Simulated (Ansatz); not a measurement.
# KI (Fm-3m): thermal expansion from first principles, part 3 of 4

How much does KI expand with temperature?

What experiment has found for this phase:
- volume expansion coefficient 113.7 1e-6/K near room temperature (given in “Descriptors for thermal expansion in solids”, 2017, arXiv:1701.03966)

Ansatz 0.2.0; DFT r2SCAN, scalar-relativistic, plane waves, PAW (the session's first sound run).

So far, principal linear expansion coefficients at 298 K (× 1e-6/K): step 5 (phonons on strained cells, cutoff 580 eV, functional r2SCAN) 49.7.

### Step 7. A new level, relaxed again

The functional, the potentials or the cutoff change, so the crystal is relaxed again at the new setting.

This step: DFT LDA, spin-orbit coupling, plane waves, PAW (Ansatz 0.2.0).

Contents of input.yaml:

```yaml
crystal:
  lattice:
    - [0.0, 3.5459628246, 3.5459628246]
    - [3.5459628246, 0.0, 3.5459628246]
    - [3.5459628246, 3.5459628246, 0.0]
  atoms:
    - { symbol: K, position: [0.0, 0.0, 0.0] }
    - { symbol: I, position: [0.5, 0.5, 0.5] }
kpoints:
  mp_grid: { grid: [8, 8, 8] }
hamiltonian:
  xc: lda
  pseudopotentials: { kind: paw_fr }
scf:
  occupations: { method: fixed }
  lower_state_search: "off"
output:
  forces: true
  stress: true
  eigenvalues: true
magnetization:
  noncollinear: true
  spin_orbit: true
relax:
  adjacent_minimum: "off"
  f_tol: 0.001
  max_steps: 60
  cell: { stress_tol: 0.01 }
```

On the command line:

```bash
$ ansatz run input.yaml --threads 4 --pin off --max-ram 16384MiB --backend cpu --events-out ev --progress --plain --runs-dir out
```

Numbers of over 12 decimals in the logs are rounded to 6 here.

The program printed:

```text
[...]
non-collinear run that drives no moment, with spin-orbit: no starting moment large enough to seed its density (crystal.atoms[].spin), no starting occupations that ask for one, no magnetisation constraint and no magnetic field, so the semilocal B_xc is pinned to zero
Crystal: 2 atoms, lattice volume = 89.173 Å³
Basis set: ecut = 420 eV, 1807 PW (Γ)
Bands: 34, of which v1, the nominal top of the filled ones, is band 26 counted from 1 (25 counted from 0)
Symmetry: 48 space group operations + 48 with time reversal
[...]
k-points: 29 of 512
Projection manifold: j_resolved (fully-relativistic pseudo-atomic orbitals)
[...]
SCF iter   1: F=—  HF=-8859.211810 eV  |F-HF|=—  |Δ(HF+E_count)|=         —  Δρ=3.99e-2  dr2=2.77e0  dr2_m=0.00e0 (ungated)  ethr=3.10e-3  |M|=0.00e0 ∫|m|=0.00e0 μB  |m|>n=0.0e0 m-floor=0.0e0 τ_xc=0.0e0  β_m=0.30  ⟨swp⟩=10.0  Hψ=2428  notcnv=0  defer=128
[...]
SCF iter   7: F=-8857.980174 eV  HF=-8857.980174 eV  |F-HF|=5.01e-9  |Δ(HF+E_count)|=   1.47e-7  Δρ=2.99e-6  dr2=4.98e-9  dr2_m=0.00e0 (ungated)  ethr=3.85e-10  |M|=0.00e0 ∫|m|=0.00e0 μB  |m|>n=0.0e0 m-floor=0.0e0 τ_xc=0.0e0  ⟨swp⟩=19.4  Hψ=3923  notcnv=0
SCF 1 converged in 7 iterations: F = -8857.980174 eV  dr2 = 4.98e-9
[...]
relax step   1: F+E_penalty+E_count = -8857.98017399 eV  Δ(F+E_penalty+E_count) = +0.000e0 eV  max|allowed force component| = 5.351e-29 eV/Å  Δτ_max = 0.0000 Å  P = -1.394 GPa  Ω = 89.173 Å³  (7 SCF iters, dr2 threshold 1.00e-7 eV, accepted)
Crystal: 2 atoms, lattice volume = 85.157 Å³
Basis set: ecut = 420 eV, 1687 PW (Γ)
Projection manifold: j_resolved (fully-relativistic pseudo-atomic orbitals)
[...]
SCF iter   6: F=-8858.010221 eV  HF=-8858.010221 eV  |F-HF|=1.10e-7  |Δ(HF+E_count)|=   2.40e-7  Δρ=1.08e-5  dr2=1.14e-7  dr2_m=0.00e0 (ungated)  ethr=7.69e-10  |M|=0.00e0 ∫|m|=0.00e0 μB  |m|>n=0.0e0 m-floor=0.0e0 τ_xc=0.0e0  ⟨swp⟩=13.4  Hψ=3044  notcnv=0
SCF 2 converged in 6 iterations: F = -8858.010221 eV  dr2 = 1.14e-7
relax step   2: F+E_penalty+E_count = -8858.01022056 eV  Δ(F+E_penalty+E_count) = -3.005e-2 eV  max|allowed force component| = 1.079e-28 eV/Å  Δτ_max = 0.0000 Å  P = -0.949 GPa  Ω = 85.157 Å³  energy of the carried Pulay correction = +3.911e-4 eV  (6 SCF iters, dr2 threshold 2.00e-7 eV, accepted)
Crystal: 2 atoms, lattice volume = 77.691 Å³
Basis set: ecut = 420 eV, 1471 PW (Γ)
Projection manifold: j_resolved (fully-relativistic pseudo-atomic orbitals)
[...]
SCF iter   6: F=-8858.027818 eV  HF=-8858.027818 eV  |F-HF|=1.19e-7  |Δ(HF+E_count)|=   1.95e-7  Δρ=1.12e-5  dr2=1.25e-7  dr2_m=0.00e0 (ungated)  ethr=7.69e-10  |M|=0.00e0 ∫|m|=0.00e0 μB  |m|>n=0.0e0 m-floor=0.0e0 τ_xc=0.0e0  ⟨swp⟩=13.2  Hψ=3093  notcnv=0
SCF 3 converged in 6 iterations: F = -8858.027818 eV  dr2 = 1.25e-7
relax step   3: F+E_penalty+E_count = -8858.02781837 eV  Δ(F+E_penalty+E_count) = -1.760e-2 eV  max|allowed force component| = 5.680e-29 eV/Å  Δτ_max = 0.0000 Å  P = +0.349 GPa  Ω = 77.691 Å³  energy of the carried Pulay correction = +1.168e-3 eV  (6 SCF iters, dr2 threshold 2.00e-7 eV, accepted)
[...]
relax step   4: F+E_penalty+E_count = -8858.02932150 eV  Δ(F+E_penalty+E_count) = -1.503e-3 eV  max|allowed force component| = 2.056e-29 eV/Å  Δτ_max = 0.0000 Å  P = -0.049 GPa  Ω = 79.566 Å³  energy of the carried Pulay correction = +9.667e-4 eV  (5 SCF iters, dr2 threshold 2.00e-7 eV, accepted)
[...]
relax step   5: F+E_penalty+E_count = -8858.02938279 eV  Δ(F+E_penalty+E_count) = -6.129e-5 eV  max|allowed force component| = 1.841e-29 eV/Å  Δτ_max = 0.0000 Å  P = -0.003 GPa  Ω = 79.338 Å³  energy of the carried Pulay correction = +9.910e-4 eV  (4 SCF iters, dr2 threshold 5.98e-9 eV, accepted)
Projection manifold: j_resolved (fully-relativistic pseudo-atomic orbitals)
[...]
SCF iter   6: F=-8858.028450 eV  HF=-8858.028450 eV  |F-HF|=3.64e-12  |Δ(HF+E_count)|=  3.64e-12  Δρ=3.47e-8  dr2=3.98e-13  dr2_m=0.00e0 (ungated)  ethr=1.00e-12  |M|=0.00e0 ∫|m|=0.00e0 μB  |m|>n=0.0e0 m-floor=0.0e0 τ_xc=0.0e0  ⟨swp⟩=19.0  Hψ=3934  notcnv=0
SCF 6 converged in 6 iterations: F = -8858.028450 eV  dr2 = 3.98e-13
relax step   6: F+E_penalty+E_count = -8858.02844964 eV  Δ(F+E_penalty+E_count) = +9.331e-4 eV  max|allowed force component| = 3.341e-29 eV/Å  Δτ_max = 0.0000 Å  P = -0.007 GPa  Ω = 79.338 Å³  stress off target by 7.20e-3 GPa  SCF on the basis re-selected at this cell (its energy is not comparable with the rows above)  (6 SCF iters)
basis re-selected at this cell: Δ(F+E_penalty+E_count) = +9.331e-4 eV, ΔP = -0.004 GPa vs the last step (what re-selecting the basis moved, of the pressure what is left beyond the Pulay correction that the steps carried, after the strain that the cell walked since its last selection, with what the two solves' SCF thresholds leave and, on support functions, any second-order correction that the steps lacked; it is no m [...]
SCF converged after 6 iterations
Magnetization: |M| = 0.0000 μB,  M = (+0.0000, +0.0000, +0.0000) μB
Absolute magnetization: 0.0000 μB (∫|m|)
  site 0: m = (+0.0000, +0.0000, +0.0000) μB, |m| = 0.0000 μB  (R = 1.41 Å)
  site 1: m = (+0.0000, +0.0000, +0.0000) μB, |m| = 0.0000 μB  (R = 1.41 Å)
Free energy (F): -8858.028450 eV
[...]
Internal energy: -8858.028450 eV  (E = F + TS)
E sigma→0 (E₀):  -8858.028450 eV
Fermi energy:    3.225680 eV
[...]
--- Stress (GPa, compression-positive) ---
       -0.007201      -0.000000      -0.000000
       -0.000000      -0.007201      -0.000000
       -0.000000      -0.000000      -0.007201
  P = ⅓ Tr σ = -0.0072 GPa (-0.072 kbar)
--- Band table (eV; the first three rows and the last of 29) ---
  k-point 0: bands = [... 22 lower, 3.2257, 3.2257, 3.2257, 3.2257, 6.7539, 6.7539, 9.1184, 9.1184, ... 4 higher]
  k-point 1: bands = [... 22 lower, 2.9626, 2.9626, 3.1444, 3.1444, 7.1981, 7.1981, 9.0567, 9.0567, ... 4 higher]
  k-point 2: bands = [... 22 lower, 2.5576, 2.5576, 2.9628, 2.9628, 7.8968, 7.8968, 9.3430, 9.3430, ... 4 higher]
  k-point 28: bands = [... 22 lower, 2.2491, 2.2491, 2.3515, 2.3515, 9.0975, 9.0975, 9.2165, 9.2165, ... 4 higher]
--- Relaxed structure (5 steps of the walk, 5 accepted, 1 SCFs on fresh bases) ---
[...]
cell:  # Å, volume = 79.3383 Å³
    - [0, 3.410497, 3.410497]
    - [3.410497, 0, 3.410497]
    - [3.410497, 3.410497, 0]
  atoms:
    - { symbol: K, position: [0, 0, 0] }
    - { symbol: I, position: [0.5, 0.5, 0.5] }
```

It took 24 s on 4 threads of Arm Neoverse V1, shared host; peak memory 0.64 GiB.

Step by step:

```tsv
step	energy less that of the first step (eV)	largest force component (eV/Å)	pressure (GPa)	volume (Å³)
1	0.0000	0.0000	-1.39	89.17
2	-0.0300	0.0000	-0.95	85.16
3	-0.0476	0.0000	0.35	77.69
4	-0.0491	0.0000	-0.05	79.57
5	-0.0492	0.0000	0.00	79.34
6*	-0.0483	0.0000	-0.01	79.34
```

Relaxation steps marked * repeat the geometry before them on a plane-wave basis chosen anew for their cell, so energy and pressure can jump there.

Forces are held to the 48 operations that the run works with; a distortion that breaks them can't arise in this run.

```tsv
conventional cell, symmetrised	before	after	change
a (Å)	7.092	6.821	-3.8 %
b (Å)	7.092	6.821	-3.8 %
c (Å)	7.092	6.821	-3.8 %
volume (Å³/atom)	44.59	39.67	-11.0 %
```

The relaxed structure:

```
K I
1.0
     0.00000    3.41050    3.41050
     3.41050    0.00000    3.41050
     3.41050    3.41050    0.00000
K I
1 1
Direct
  0.00000 0.00000 0.00000
  0.50000 0.50000 0.50000
```

Numbers from this step:

```
pressure          : -0.007201 GPa
gap on the k-mesh : 3.528 eV
volume per atom   : 39.67 Å³/atom
```

The residual pressure is -0.0072 GPa, small enough for phonons.

### Step 8. The quasi-harmonic study, cutoff 487.2 eV

The study relaxes the crystal at several strains, solves the phonons on some of them and minimises the free energy at each temperature (static energy, vibrations, the electrons in a metal, and PV under a set pressure); the q-mesh sets how far the force constants reach.

input.yaml, the sections that differ from step 7:

```yaml
crystal:
  lattice:
    - [0.0, 3.4104968315, 3.4104968315]
    - [3.4104968315, 0.0, 3.4104968315]
    - [3.4104968315, 3.4104968315, 0.0]
  atoms:
    - { symbol: K, position: [0.0, 0.0, 0.0] }
    - { symbol: I, position: [0.5, 0.5, 0.5] }
output:
  eigenvalues: true
phonons:
  method: dfpt
  qmesh: [2, 2, 2]
  temperatures: { t_max: 500.0, t_step: 25 }
  thermal_expansion: {}
# kpoints, hamiltonian, scf, magnetization: as in step 7
# relax: removed
```

The program printed:

```text
[...]
Crystal: 2 atoms, lattice volume = 79.338 Å³
Basis set: ecut = 487.2 eV, 1917 PW (Γ), exchange–correlation on 72×72×72 points (8 copies of the dense FFT grid, shifted against one another)
Bands: 34, of which v1, the nominal top of the filled ones, is band 26 counted from 1 (25 counted from 0)
Symmetry: 48 space group operations + 48 with time reversal
[...]
k-points: 29 of 512
Projection manifold: j_resolved (fully-relativistic pseudo-atomic orbitals)
[...]
SCF iter   1: F=—  HF=-8859.244151 eV  |F-HF|=—  |Δ(HF+E_count)|=         —  Δρ=4.23e-2  dr2=2.71e0  dr2_m=0.00e0 (ungated)  ethr=3.10e-3  |M|=0.00e0 ∫|m|=0.00e0 μB  |m|>n=0.0e0 m-floor=0.0e0 τ_xc=0.0e0  β_m=0.30  ⟨swp⟩=10.8  Hψ=2538  notcnv=0  defer=114
[...]
SCF iter   9: F=-8858.029889 eV  HF=-8858.029889 eV  |F-HF|=1.27e-11  |Δ(HF+E_count)|=  7.00e-10  Δρ=1.36e-7  dr2=1.72e-11  dr2_m=0.00e0 (ungated)  ethr=1.00e-12  |M|=0.00e0 ∫|m|=0.00e0 μB  |m|>n=0.0e0 m-floor=0.0e0 τ_xc=0.0e0  ⟨swp⟩=19.8  Hψ=4650  notcnv=0
SCF 1 converged in 9 iterations: F = -8858.029889 eV  dr2 = 1.72e-11
[...]
relax step   1: F+E_penalty+E_count = -8858.02988853 eV  Δ(F+E_penalty+E_count) = +0.000e0 eV  max|allowed force component| = 1.971e-28 eV/Å  Δτ_max = 0.0000 Å  (9 SCF iters, accepted)
SCF converged after 9 iterations
Magnetization: |M| = 0.0000 μB,  M = (+0.0000, +0.0000, +0.0000) μB
Absolute magnetization: 0.0000 μB (∫|m|)
  site 0: m = (+0.0000, +0.0000, +0.0000) μB, |m| = 0.0000 μB  (R = 1.41 Å)
  site 1: m = (+0.0000, +0.0000, +0.0000) μB, |m| = 0.0000 μB  (R = 1.41 Å)
Free energy (F): -8858.029889 eV
[...]
Internal energy: -8858.029889 eV  (E = F + TS)
E sigma→0 (E₀):  -8858.029889 eV
Fermi energy:    3.225663 eV
[...]
--- Stress (GPa, compression-positive) ---
       -0.007001       0.000000      -0.000000
       -0.000000      -0.007001      -0.000000
        0.000000      -0.000000      -0.007001
  P = ⅓ Tr σ = -0.0070 GPa (-0.070 kbar)
--- Band table (eV; the first three rows and the last of 29) ---
  k-point 0: bands = [... 22 lower, 3.2257, 3.2257, 3.2257, 3.2257, 6.7538, 6.7538, 9.1183, 9.1183, ... 4 higher]
  k-point 1: bands = [... 22 lower, 2.9625, 2.9625, 3.1444, 3.1444, 7.1980, 7.1980, 9.0565, 9.0565, ... 4 higher]
  k-point 2: bands = [... 22 lower, 2.5576, 2.5576, 2.9628, 2.9628, 7.8967, 7.8967, 9.3429, 9.3429, ... 4 higher]
  k-point 28: bands = [... 22 lower, 2.2491, 2.2491, 2.3515, 2.3515, 9.0974, 9.0974, 9.2165, 9.2165, ... 4 higher]
── thermal expansion: 3 new cells, 3 in all ──
thermal expansion: relaxation of cell 2
thermal expansion: relaxation of cell 3
── thermal expansion: 2 new cells, 5 in all ──
thermal expansion: relaxation of cell 4
thermal expansion: phonons of cell 4
thermal expansion: relaxation of cell 5
thermal expansion: phonons of cell 5
── thermal expansion: 6 new cells, 11 in all ──
thermal expansion: relaxation of cell 6
thermal expansion: relaxation of cell 7
thermal expansion: relaxation of cell 8
thermal expansion: relaxation of cell 9
thermal expansion: relaxation of cell 10
thermal expansion: relaxation of cell 11
thermal expansion: phonons of cell 6
thermal expansion: phonons of cell 7
thermal expansion: phonons of cell 8
--- Relaxed structure (1 steps of the walk, 1 accepted, 0 SCFs on fresh bases) ---
  F+E_penalty+E_count = -8858.02988853 eV   max|allowed force component| = 1.971e-28 eV/Å
  atoms:
    - { symbol: K, position: [0.0, 0.0, 0.0] }
    - { symbol: I, position: [0.500000, 0.500000, 0.500000] }
--- Thermal expansion: 11 cells in 3 rounds, 0 GPa ---
  no lower state was looked for at cell 4: scf.lower_state_search: off
  without vibrations: a 4.82246, b 4.82246, c 4.82246 Å, V 79.3035 Å³, B 15.92 GPa
  at 0 K: a 4.83385, b 4.83385, c 4.83385 Å, V 79.8663 Å³, B 15.56 GPa
  zero-point expansion: a +0.236, b +0.236, c +0.236, V +0.710 %
[...]
0.00    4.83385    4.83385    4.83385    79.8663 |    0.00    0.00    0.00    0.00 |   87.48 |     0.000     0.000 |    15.56    15.56
    50.00    4.83561    4.83561    4.83561    79.9537 |   18.87   18.87   18.87   56.60 |  100.81 |    32.058    31.939 |    15.39    15.45
   100.00    4.84180    4.84180    4.84180    80.2610 |   30.01   30.01   30.01   90.02 |  107.33 |    44.454    43.868 |    14.97    15.17
   150.00    4.84961    4.84961    4.84961    80.6504 |   34.06   34.06   34.06  102.17 |  111.51 |    48.182    47.078 |    14.52    14.86
   200.00    4.85820    4.85820    4.85820    81.0793 |   36.54   36.54   36.54  109.61 |  115.03 |    49.946    48.299 |    14.04    14.52
   250.00    4.86733    4.86733    4.86733    81.5377 |   38.61   38.61   38.61  115.82 |  118.38 |    51.111    48.880 |    13.55    14.17
   298.15    4.87662    4.87662    4.87662    82.0051 |   40.55   40.55   40.55  121.64 |       - |    52.035    49.189 |    13.07    13.82
   325.00    4.88200    4.88200    4.88200    82.2771 |   41.66   41.66   41.66  124.97 |  123.50 |    52.521    49.305 |    12.79    13.62
   375.00    4.89244    4.89244    4.89244    82.8062 |   43.84   43.84   43.84  131.53 |  127.11 |    53.426    49.458 |    12.26    13.25
   425.00    4.90347    4.90347    4.90347    83.3673 |   46.25   46.25   46.25  138.76 |  130.95 |    54.376    49.560 |    11.72    12.86
   475.00    4.91515    4.91515    4.91515    83.9644 |   48.96   48.96   48.96  146.87 |  135.10 |    55.415    49.631 |    11.16    12.47
   500.00    4.92126    4.92126    4.92126    84.2779 |   50.45   50.45   50.45  151.34 |  137.31 |    55.982    49.659 |    10.88    12.26
[...]
vibrations' free energy: its fit leaves 0.0003 meV an atom at the most
  the electrons' free energy at temperature is not in it: every band gap is over 0.52 eV
  free energies summed between the sampled wave vectors
[...]
band gaps on the cells' k-points are 3.289 to 3.608 eV
```

Elapsed: 20 min, on 4 threads; peak memory 2.4 GiB; 77 min of CPU time.

Numbers from this step:

```yaml
pressure: -0.007001 GPa
volume_expansion_coefficient_at_298_k: 121.6 1e-6/K
c_p_at_298_k: 26.02 J/mol-atom/K
entropy_at_298_k: 52.42 J/mol-atom/K
isothermal_bulk_modulus_at_298_k: 13.06 GPa
grueneisen_parameter_at_298_k: 1.595
volume_at_298_k: 41.00 Å³/atom
principal_linear_expansion_coefficients_at_298_k: 40.55, 40.55, 40.55 1e-6/K
```

(Part 3 of 4 ends here.)

[Logs are printed without paths, hosts, clocks, repeated set-up lines and the standing remarks that a program may print on its own settings, such as how far it seeks lower states.]

[Hosts, paths, dates, database ids (printed as entryN), source tags and the programs' standing remarks are cut or masked in the printed files.]

[A step with changed settings may run another functional than the one named; its input shows which.]
